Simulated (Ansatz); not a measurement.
# Be2Al3: relaxing a made-up structure

This structure for Be2Al3 is made up. Its elements were placed in a known structure type with a cell scaled to their sizes. What cell does the guess relax to, and how far off was it?

Program: Ansatz 0.2.0. Level of theory: DFT, PBEsol, plane-wave PAW, files of the set soft_1, scalar-relativistic, no spin, cell and ions relaxed at zero pressure; PAW set soft_1, in the first sound run; inputs show where later runs differ. Results are calculated unless marked as measured.

## Step 1: The starting structure

Symmetry: P-3m1, No. 164, trigonal system. Conventional cell: a = 3.945 Å, b = 3.945 Å, c = 4.886 Å, α = 90.00°, β = 90.00°, γ = 120.00°. Nearest to Al lie 5 Be at 2.42 to 2.47 Å. Nearest to Al lie 6 Be at 2.41 Å. Nearest to Be lie 8 Al at 2.41 to 2.47 Å. Farther neighbours are not listed.

## Step 2: Relaxation of the guess

The guess takes its coordinates from another compound and its volume from a rule, so the cell and any free coordinates are relaxed together.

Input file input.yaml:

```yaml
crystal:
  lattice:
    - [3.945, 0.0, 0.0]
    - [-1.9725, 3.416470218, 0.0]
    - [0.0, 0.0, 4.886]
  atoms:
    - { symbol: Al, position: [0.666666667, 0.333333333, 0.6567] }
    - { symbol: Al, position: [0.333333333, 0.666666667, 0.3433] }
    - { symbol: Al, position: [0.0, 0.0, 0.0] }
    - { symbol: Be, position: [0.666666667, 0.333333333, 0.1615] }
    - { symbol: Be, position: [0.333333333, 0.666666667, 0.8385] }
kpoints:
  mp_grid: { grid: [8, 8, 6] }
scf:
  occupations: { method: fermi_dirac, width: 0.05 }
hamiltonian:
  xc: pbesol
  pseudopotentials: { kind: paw, azcp: { folder: soft_1 }, xc_functional: pbe }
relax:
  f_tol: 0.015
  max_steps: 70
  cell: {}
output:
  forces: true
  stress: true
```

Launch:

```
ansatz run input.yaml --threads 4 --pin off --max-ram 8192MiB --backend cpu --events-out ev --progress --plain --runs-dir out
```

Numbers of over 12 decimals in the logs are rounded to 6 here.

Log:

```text
Engine: ansatz 0.2.0, aarch64-unknown-linux-gnu
Pseudopotentials: kind: paw
Pseudopotential: Al, paw, valence charge 3, recommended cutoff 420 eV (normal), soft_1/Al.paw.azcp
Pseudopotential: Be, paw, valence charge 2, recommended cutoff 420 eV (normal), soft_1/Be.paw.azcp
Functional definition: PBEsol
  exchange = pbesol_x
  correlation = pbesol_c
Crystal: 5 atoms, lattice volume = 65.853 Å³
Basis set: ecut = 420 eV, 1301 PW (Γ), exchange–correlation on 54×54×72 points (8 copies of the dense FFT grid, shifted against one another)
Bands: 12, of which v1, the nominal top of the filled ones, is band 7 counted from 1 (6 counted from 0)
Symmetry: 12 space group operations
Space group: P-3m1 (ITA 164), of the structure as read, at distance tolerance 4.0e-5 Å
k-points: 50 of 384
Non-local potential: Al, projectors of the file, l = 0: 2, l = 1: 2, l = 2: 1
Non-local potential: Be, projectors of the file, l = 0: 2, l = 1: 2, l = 2: 1
PAW form: soft (Blöchl's): semilocal exchange-correlation on the pseudo side does not see the compensation charge
PAW frozen core: Al, regenerated for the run's functional, and the local potential with it (the file was generated under x = pbe(κ = 0.804, μ = 0.219515), c = pbe(β = 0.066725))
PAW frozen core: Be, regenerated for the run's functional, and the local potential with it (the file was generated under x = pbe(κ = 0.804, μ = 0.219515), c = pbe(β = 0.066725))
PAW one-centre angular grid: Al, 110 points (default); XC on 64 Gauss nodes
PAW one-centre angular grid: Be, 110 points (default); XC on 64 Gauss nodes
Initial density: superposition of atomic densities (chi_scale 0.1, normalization cell, long waves kept (reshape's long-wave potential 0.00 eV rms))
Initial wavefunctions: pseudopotential atomic-orbital guess
Functional: x = pbesol(κ = 0.804, μ = 0.123457), c = pbesol(β = 0.046)
SCF iter   1: F=—  HF=-1753.560014 eV  |F-HF|=—  |Δ(HF+E_count)|=         —  Δρ=3.25e-2  dr2=1.48e0  ethr=3.10e-3  ⟨swp⟩=7.1  Hψ=4608  notcnv=0
preconditioner: auto → none  [metal: Δε(μ)=0.003 eV  Ē_g=7.654 eV  σ=0.050 eV  W_gap=0.02  n_scr=8 (ndim 8)  ℏωp=16.5 eV  f_vac=0.000  D(μ)=2.68/eV (n_scr^D=22)  sad-step TF]
SCF iter   2: F=—  HF=-1753.160874 eV  |F-HF|=—  |Δ(HF+E_count)|=   3.99e-1  Δρ=1.96e-2  dr2=5.15e-1  ethr=3.10e-3  ⟨swp⟩=2.3  Hψ=1294  notcnv=0  defer=13
SCF iter   3: F=—  HF=-1752.936326 eV  |F-HF|=—  |Δ(HF+E_count)|=   2.25e-1  Δρ=1.22e-3  dr2=1.29e-3  ethr=3.10e-3  ⟨swp⟩=2.3  Hψ=1131  notcnv=0  defer=13
SCF iter   4: F=—  HF=-1752.936482 eV  |F-HF|=—  |Δ(HF+E_count)|=   1.56e-4  Δρ=6.49e-4  dr2=1.20e-3  ethr=9.96e-6  ⟨swp⟩=2.2  Hψ=1015  notcnv=0  defer=14
SCF iter   5: F=—  HF=-1752.936160 eV  |F-HF|=—  |Δ(HF+E_count)|=   3.23e-4  Δρ=1.43e-4  dr2=5.03e-5  ethr=9.26e-6  ⟨swp⟩=2.1  Hψ=827  notcnv=0  defer=14
SCF iter   6: F=—  HF=-1752.936117 eV  |F-HF|=—  |Δ(HF+E_count)|=   4.24e-5  Δρ=2.71e-5  dr2=4.45e-7  ethr=3.87e-7  ⟨swp⟩=2.5  Hψ=839  notcnv=0  defer=14
SCF iter   7: F=-1752.936117 eV  HF=-1752.936117 eV  |F-HF|=7.26e-10  |Δ(HF+E_count)|=   6.14e-9  Δρ=3.95e-6  dr2=6.92e-9  ethr=7.69e-10  ⟨swp⟩=4.0  Hψ=1815  notcnv=0
SCF 1 converged in 7 iterations: F = -1752.936117 eV  dr2 = 6.92e-9
  greatest PAW one-centre occupation: 0.453 electrons in one spin orbital (limit 2), on the Al atom at site 1 (counted from 0), in its partial waves of l = 0
relax step   1: F+E_penalty+E_count = -1752.93611712 eV  Δ(F+E_penalty+E_count) = +0.000e0 eV  max|allowed force component| = 3.666e-1 eV/Å  Δτ_max = 0.0000 Å  P = +5.903 GPa  Ω = 65.853 Å³  (7 SCF iters, dr2 threshold 1.00e-7 eV, accepted)
Crystal: 5 atoms, lattice volume = 69.180 Å³
Basis set: ecut = 420 eV, 1385 PW (Γ), exchange–correlation on 54×54×72 points (8 copies of the dense FFT grid, shifted against one another)
Initial density: handed on by an earlier stage of this run
Initial wavefunctions: those handed on with the density
iter 1 solved again at ethr=1.94e-4 eV; its pass at ethr=3.10e-3 eV (dr2=2.53e-2 eV) is discarded
SCF iter   1: F=—  HF=-1753.026062 eV  |F-HF|=—  |Δ(HF+E_count)|=         —  Δρ=3.40e-3  dr2=2.52e-2  ethr=1.94e-4  ⟨swp⟩=1.0  Hψ=4623  notcnv=0
preconditioner: auto → none  [metal: Δε(μ)=0.008 eV  Ē_g=7.404 eV  σ=0.050 eV  W_gap=0.04  n_scr=8 (ndim 8)  ℏωp=16.1 eV  f_vac=0.000  D(μ)=2.90/eV (n_scr^D=22)]
SCF iter   2: F=—  HF=-1753.019045 eV  |F-HF|=—  |Δ(HF+E_count)|=   7.02e-3  Δρ=1.38e-3  dr2=5.91e-3  ethr=1.94e-4  ⟨swp⟩=2.1  Hψ=1121  notcnv=0
SCF iter   3: F=—  HF=-1753.017395 eV  |F-HF|=—  |Δ(HF+E_count)|=   1.65e-3  Δρ=4.35e-4  dr2=2.68e-4  ethr=4.55e-5  ⟨swp⟩=2.2  Hψ=820  notcnv=0
SCF iter   4: F=—  HF=-1753.017182 eV  |F-HF|=—  |Δ(HF+E_count)|=   2.13e-4  Δρ=1.51e-4  dr2=1.33e-5  ethr=2.06e-6  ⟨swp⟩=2.4  Hψ=899  notcnv=0
SCF iter   5: F=-1753.017159 eV  HF=-1753.017159 eV  |F-HF|=1.32e-7  |Δ(HF+E_count)|=   2.30e-5  Δρ=1.43e-5  dr2=1.10e-7  ethr=3.85e-9  ⟨swp⟩=2.9  Hψ=2214  notcnv=0
SCF 2 converged in 5 iterations: F = -1753.017159 eV  dr2 = 1.10e-7
  greatest PAW one-centre occupation: 0.451 electrons in one spin orbital (limit 2), on the Al atom at site 1 (counted from 0), in its partial waves of l = 0
relax step   2: F+E_penalty+E_count = -1753.01715889 eV  Δ(F+E_penalty+E_count) = -8.104e-2 eV  max|allowed force component| = 4.962e-2 eV/Å  Δτ_max = 0.0246 Å  P = +1.136 GPa  Ω = 69.180 Å³  energy of the carried Pulay correction = -5.306e-4 eV  (5 SCF iters, dr2 threshold 5.00e-7 eV, accepted)
Crystal: 5 atoms, lattice volume = 70.033 Å³
iter 1 solved again at ethr=9.98e-6 eV; its pass at ethr=3.10e-3 eV (dr2=1.30e-3 eV) is discarded
SCF iter   1: F=—  HF=-1753.021269 eV  |F-HF|=—  |Δ(HF+E_count)|=         —  Δρ=7.81e-4  dr2=1.34e-3  ethr=9.98e-6  ⟨swp⟩=1.0  Hψ=4038  notcnv=0
preconditioner: auto → none  [metal: Δε(μ)=0.021 eV  Ē_g=7.347 eV  σ=0.050 eV  W_gap=0.11  n_scr=8 (ndim 8)  ℏωp=16.0 eV  f_vac=0.000  D(μ)=2.93/eV (n_scr^D=22)]
SCF iter   2: F=—  HF=-1753.020886 eV  |F-HF|=—  |Δ(HF+E_count)|=   3.83e-4  Δρ=3.18e-4  dr2=3.15e-4  ethr=9.98e-6  ⟨swp⟩=2.1  Hψ=854  notcnv=0
SCF iter   3: F=—  HF=-1753.020745 eV  |F-HF|=—  |Δ(HF+E_count)|=   1.42e-4  Δρ=1.06e-4  dr2=1.69e-5  ethr=2.43e-6  ⟨swp⟩=2.1  Hψ=815  notcnv=0
SCF iter   4: F=—  HF=-1753.020735 eV  |F-HF|=—  |Δ(HF+E_count)|=   9.99e-6  Δρ=3.75e-5  dr2=8.54e-7  ethr=1.30e-7  ⟨swp⟩=2.3  Hψ=879  notcnv=0
SCF iter   5: F=-1753.020733 eV  HF=-1753.020733 eV  |F-HF|=1.04e-8  |Δ(HF+E_count)|=   1.45e-6  Δρ=3.80e-6  dr2=7.91e-9  ethr=3.85e-9  ⟨swp⟩=4.0  Hψ=1765  notcnv=0
SCF 3 converged in 5 iterations: F = -1753.020733 eV  dr2 = 7.91e-9
relax step   3: F+E_penalty+E_count = -1753.02073335 eV  Δ(F+E_penalty+E_count) = -3.574e-3 eV  max|allowed force component| = 1.236e-2 eV/Å  Δτ_max = 0.0034 Å  P = +0.104 GPa  Ω = 70.033 Å³  energy of the carried Pulay correction = -6.625e-4 eV  (5 SCF iters, dr2 threshold 5.00e-7 eV, accepted)
[... from here on, the SCF cycles and remarks between the steps are left out ...]
relax step   4: F+E_penalty+E_count = -1753.02092534 eV  Δ(F+E_penalty+E_count) = -1.920e-4 eV  max|allowed force component| = 8.889e-3 eV/Å  Δτ_max = 0.0022 Å  P = -0.019 GPa  Ω = 70.145 Å³  energy of the carried Pulay correction = -6.797e-4 eV  (4 SCF iters, dr2 threshold 1.81e-7 eV, accepted)
relax step   5: F+E_penalty+E_count = -1753.02127465 eV  Δ(F+E_penalty+E_count) = -3.493e-4 eV  max|allowed force component| = 7.538e-3 eV/Å  Δτ_max = 0.0057 Å  P = -0.092 GPa  Ω = 70.231 Å³  energy of the carried Pulay correction = -6.929e-4 eV  (5 SCF iters, dr2 threshold 3.73e-8 eV, accepted)
relax step   6: F+E_penalty+E_count = -1753.00990627 eV  Δ(F+E_penalty+E_count) = +1.137e-2 eV  max|allowed force component| = 6.404e-2 eV/Å  Δτ_max = 0.0650 Å  P = -0.215 GPa  Ω = 70.861 Å³  energy of the carried Pulay correction = -7.889e-4 eV  (6 SCF iters, dr2 threshold 7.66e-8 eV, rejected (line search))
relax step   7: F+E_penalty+E_count = -1753.02191931 eV  Δ(F+E_penalty+E_count) = -6.447e-4 eV  max|allowed force component| = 9.335e-3 eV/Å  Δτ_max = 0.0084 Å  P = -0.049 GPa  Ω = 70.231 Å³  energy of the carried Pulay correction = -6.929e-4 eV  (8 SCF iters, accepted)
relax step   8: F+E_penalty+E_count = -1753.02373712 eV  Δ(F+E_penalty+E_count) = -1.818e-3 eV  max|allowed force component| = 3.976e-2 eV/Å  Δτ_max = 0.0423 Å  P = +0.078 GPa  Ω = 70.400 Å³  energy of the carried Pulay correction = -7.187e-4 eV  (6 SCF iters, dr2 threshold 2.21e-7 eV, accepted)
relax step   9: F+E_penalty+E_count = -1753.02514532 eV  Δ(F+E_penalty+E_count) = -1.408e-3 eV  max|allowed force component| = 9.718e-3 eV/Å  Δτ_max = 0.0269 Å  P = +0.066 GPa  Ω = 70.236 Å³  energy of the carried Pulay correction = -6.937e-4 eV  (5 SCF iters, dr2 threshold 1.63e-7 eV, accepted)
relax step  10: F+E_penalty+E_count = -1753.02515628 eV  Δ(F+E_penalty+E_count) = -1.096e-5 eV  max|allowed force component| = 2.448e-2 eV/Å  Δτ_max = 0.0019 Å  P = -0.146 GPa  Ω = 70.448 Å³  energy of the carried Pulay correction = -7.261e-4 eV  (5 SCF iters, dr2 threshold 2.26e-7 eV, accepted)
relax step  11: F+E_penalty+E_count = -1753.02541328 eV  Δ(F+E_penalty+E_count) = -2.570e-4 eV  max|allowed force component| = 2.176e-4 eV/Å  Δτ_max = 0.0045 Å  P = -0.009 GPa  Ω = 70.335 Å³  energy of the carried Pulay correction = -7.087e-4 eV  (4 SCF iters, dr2 threshold 2.45e-7 eV, accepted)
relax step  12: F+E_penalty+E_count = -1753.02676929 eV  Δ(F+E_penalty+E_count) = -1.356e-3 eV  max|allowed force component| = 6.830e-4 eV/Å  Δτ_max = 0.0000 Å  P = +0.025 GPa  Ω = 70.335 Å³  stress off target by 7.46e-2 GPa  SCF on the basis re-selected at this cell (its energy is not comparable with the rows above)  (5 SCF iters)
relax step  13: F+E_penalty+E_count = -1753.02674640 eV  Δ(F+E_penalty+E_count) = +2.289e-5 eV  max|allowed force component| = 9.226e-3 eV/Å  Δτ_max = 0.0014 Å  P = -0.065 GPa  Ω = 70.421 Å³  energy of the carried Pulay correction = -1.292e-5 eV  (5 SCF iters, dr2 threshold 1.39e-8 eV, rejected (line search))
relax step  14: F+E_penalty+E_count = -1753.02677734 eV  Δ(F+E_penalty+E_count) = -8.058e-6 eV  max|allowed force component| = 4.810e-4 eV/Å  Δτ_max = 0.0004 Å  P = +0.008 GPa  Ω = 70.354 Å³  energy of the carried Pulay correction = -2.665e-6 eV  (6 SCF iters, accepted)
iter 1 solved again at ethr=2.93e-7 eV; its pass at ethr=3.10e-3 eV (dr2=3.81e-5 eV) is discarded
SCF iter   1: F=—  HF=-1753.026826 eV  |F-HF|=—  |Δ(HF+E_count)|=         —  Δρ=1.09e-6  dr2=4.69e-10  ethr=2.93e-7  ⟨swp⟩=3.1  Hψ=6190  notcnv=0
eigensolver tolerance schedule: the retry pair's looser diagonalisation over-reported the residual by 81204.27 of it (diagonalisation noise at an unbounded share of the residual, at the tolerance the schedule requests for it); recorded, not acted on — ethr = c·dr2/N_el stays at c = 1.0e-1
SCF iter   2: F=—  HF=-1753.026780 eV  |F-HF|=—  |Δ(HF+E_count)|=   4.60e-5  Δρ=6.02e-7  dr2=2.90e-10  ethr=3.61e-12  ⟨swp⟩=3.0  Hψ=1277  notcnv=0
SCF iter   3: F=—  HF=-1753.026780 eV  |F-HF|=—  |Δ(HF+E_count)|=  4.71e-11  Δρ=3.92e-7  dr2=7.77e-11  ethr=2.23e-12  ⟨swp⟩=1.2  Hψ=628  notcnv=0
SCF iter   4: F=-1753.026780 eV  HF=-1753.026780 eV  |F-HF|=4.55e-13  |Δ(HF+E_count)|=  2.27e-13  Δρ=2.31e-7  dr2=2.26e-11  ethr=1.00e-12  ⟨swp⟩=3.9  Hψ=1603  notcnv=0
SCF 15 converged in 4 iterations: F = -1753.026780 eV  dr2 = 2.26e-11
relax step  15: F+E_penalty+E_count = -1753.02678035 eV  Δ(F+E_penalty+E_count) = -3.004e-6 eV  max|allowed force component| = 4.827e-4 eV/Å  Δτ_max = 0.0000 Å  P = +0.008 GPa  Ω = 70.354 Å³  stress off target by 2.36e-2 GPa  SCF on the basis re-selected at this cell (its energy is not comparable with the rows above)  (4 SCF iters)
basis re-selected at this cell: Δ(F+E_penalty+E_count) = -3.004e-6 eV, ΔP = +0.000 GPa vs the last step (what re-selecting the basis moved, of the pressure what is left beyond the Pulay correction that the steps carried, after the strain that the cell walked since its last selection, with what the two solves' SCF thresholds leave and, on support functions, any second-order correction that the steps lacked; it is no m [...]
SCF converged after 4 iterations
Free energy (F): -1753.026780 eV
Harris-Foulkes:  -1753.026780 eV  (|F-HF|=4.55e-13)
Internal energy: -1753.004548 eV  (E = F + TS)
E sigma→0 (E₀):  -1753.015664 eV
Entropy (-TS):   -0.022233 eV (-4.447 meV/atom)
Fermi energy:    7.171220 eV
--- Per-component energies (eV) ---
  E_band       = 35.101909
  E_kinetic    = 107.208205
  E_local      = 21.813466  (includes V_loc(G=0)·N_el)
  E_nonlocal   = 38.851846
  E_hartree    = 4.222283
  E_xc         = -151.317984
  E_vxc        = -127.698136  (∫ρ·V_xc dr)
  E_paw        = -1483.669353  (= ΣΔE_a)
  E_vpaw       = -13.518039  (= ΣTr[D̂ρ^β])
  E_aug_tail   = -0.000008  (compensation charges beyond the density's cutoff)
  E_ewald      = -290.189482
  E_core_change = 0.076480  (= ΣΔE_core)
  E_smearing   = -0.022233  (= −TS)
  E_closure    = 0.000000  (closes the sum)
  Σ components = -1753.026780   (vs F -1753.026780, Δ=0.00e0)
--- Forces (eV/Å), atoms counted from 1 ---
  atom   1  Al     0.00000000    -0.00000000    -0.00029580
  atom   2  Al    -0.00000000     0.00000000     0.00029580
  atom   3  Al     0.00000000     0.00000000     0.00000000
  atom   4  Be     0.00000000    -0.00000000     0.00048271
  atom   5  Be    -0.00000000     0.00000000    -0.00048271
  max |Σ_I F_I| component: 9.25e-18 eV/Å
--- Stress (GPa, compression-positive) ---
       -0.000191      -0.000000      -0.000000
       -0.000000      -0.000191      -0.000000
       -0.000000      -0.000000       0.023610
  P = ⅓ Tr σ = 0.0077 GPa (0.077 kbar)
--- Relaxed structure (13 steps of the walk, 11 accepted, 2 SCFs on fresh bases) ---
  F+E_penalty+E_count = -1753.02678035 eV   max|allowed force component| = 4.827e-4 eV/Å   (the final SCF, on the basis selected at the relaxed cell)
  cell:  # Å, volume = 70.3537 Å³
    - [3.975409, 0.0, 0]
    - [-1.987705, 3.442806, 0]
    - [0, 0, 5.140350]
  atoms:
    - { symbol: Al, position: [0.666667, 0.333333, 0.651760] }
    - { symbol: Al, position: [0.333333, 0.666667, 0.348240] }
    - { symbol: Al, position: [0, 0, 0] }
    - { symbol: Be, position: [0.666667, 0.333333, 0.169343] }
    - { symbol: Be, position: [0.333333, 0.666667, 0.830657] }
```

Wall time 9.4 s (4 threads of Arm Neoverse V1, shared host); peak memory 0.36 GiB.

Step by step:

| step | energy less that of the first step (eV) | largest force component (eV/Å) | pressure (GPa) | volume (Å³) |
| --- | --- | --- | --- | --- |
| 1 | 0.0000 | 0.3666 | 5.90 | 65.85 |
| 2 | -0.0810 | 0.0496 | 1.14 | 69.18 |
| 3 | -0.0846 | 0.0124 | 0.10 | 70.03 |
| 4 | -0.0848 | 0.0089 | -0.02 | 70.14 |
| 5 | -0.0852 | 0.0075 | -0.09 | 70.23 |
| 6 | -0.0738 | 0.0640 | -0.22 | 70.86 |
| 7 | -0.0858 | 0.0093 | -0.05 | 70.23 |
| 8 | -0.0876 | 0.0398 | 0.08 | 70.40 |
| 9 | -0.0890 | 0.0097 | 0.07 | 70.24 |
| 10 | -0.0890 | 0.0245 | -0.15 | 70.45 |
| 11 | -0.0893 | 0.0002 | -0.01 | 70.33 |
| 12* | -0.0907 | 0.0007 | 0.03 | 70.33 |
| 13 | -0.0906 | 0.0092 | -0.07 | 70.42 |
| 14 | -0.0907 | 0.0005 | 0.01 | 70.35 |
| 15* | -0.0907 | 0.0005 | 0.01 | 70.35 |

Relaxation steps marked * repeat the geometry before them on a plane-wave basis chosen anew for their cell, so energy and pressure can jump there. Relaxation steps 6, 13 were tried and not accepted.

The run keeps the 12 symmetry operations that it works with, so distortions that break them were not tested.

| conventional cell, symmetrised | before | after | change |
| --- | --- | --- | --- |
| a (Å) | 3.945 | 3.975 | +0.8 % |
| b (Å) | 3.945 | 3.975 | +0.8 % |
| c (Å) | 4.886 | 5.140 | +5.2 % |
| volume (Å³/atom) | 13.17 | 14.07 | +6.8 % |

The atoms that moved most (Å, as changes of fractional coordinates times the final cell):

| atom | dx | dy | dz | length |
| --- | --- | --- | --- | --- |
| Be4 | 0.000 | 0.000 | 0.040 | 0.040 |
| Be5 | 0.000 | 0.000 | -0.040 | 0.040 |
| Al2 | 0.000 | 0.000 | 0.025 | 0.025 |
| Al1 | 0.000 | 0.000 | -0.025 | 0.025 |

This step gave:

```
free energy             : -1753.0268 eV
energy at zero smearing : -1753.0157 eV
smearing term TS        : 0.02223 eV
Fermi energy            : 7.171 eV
electrons               : 13
symmetry operations     : 12
pressure                : 0.007743 GPa
```

The shortest distance of each pair, which need not be the same contact before and after:

| pair | guess (Å) | relaxed (Å) |
| --- | --- | --- |
| Al–Be | 2.410 | 2.455 |
| Al–Al | 2.745 | 2.775 |
| Be–Be | 2.771 | 2.881 |

The relaxation ends with a largest force component of 4.8e-4 eV/Å and a pressure of 0.01 GPa.

(Continued in part 2 of 2.)

[Logs are printed without paths, hosts, clocks, repeated set-up lines and the standing remarks that a program may print on its own settings, such as how far it seeks lower states.]

[Hosts, paths, dates, database ids (printed as entryN), source tags and the programs' standing remarks are cut or masked in the printed files.]
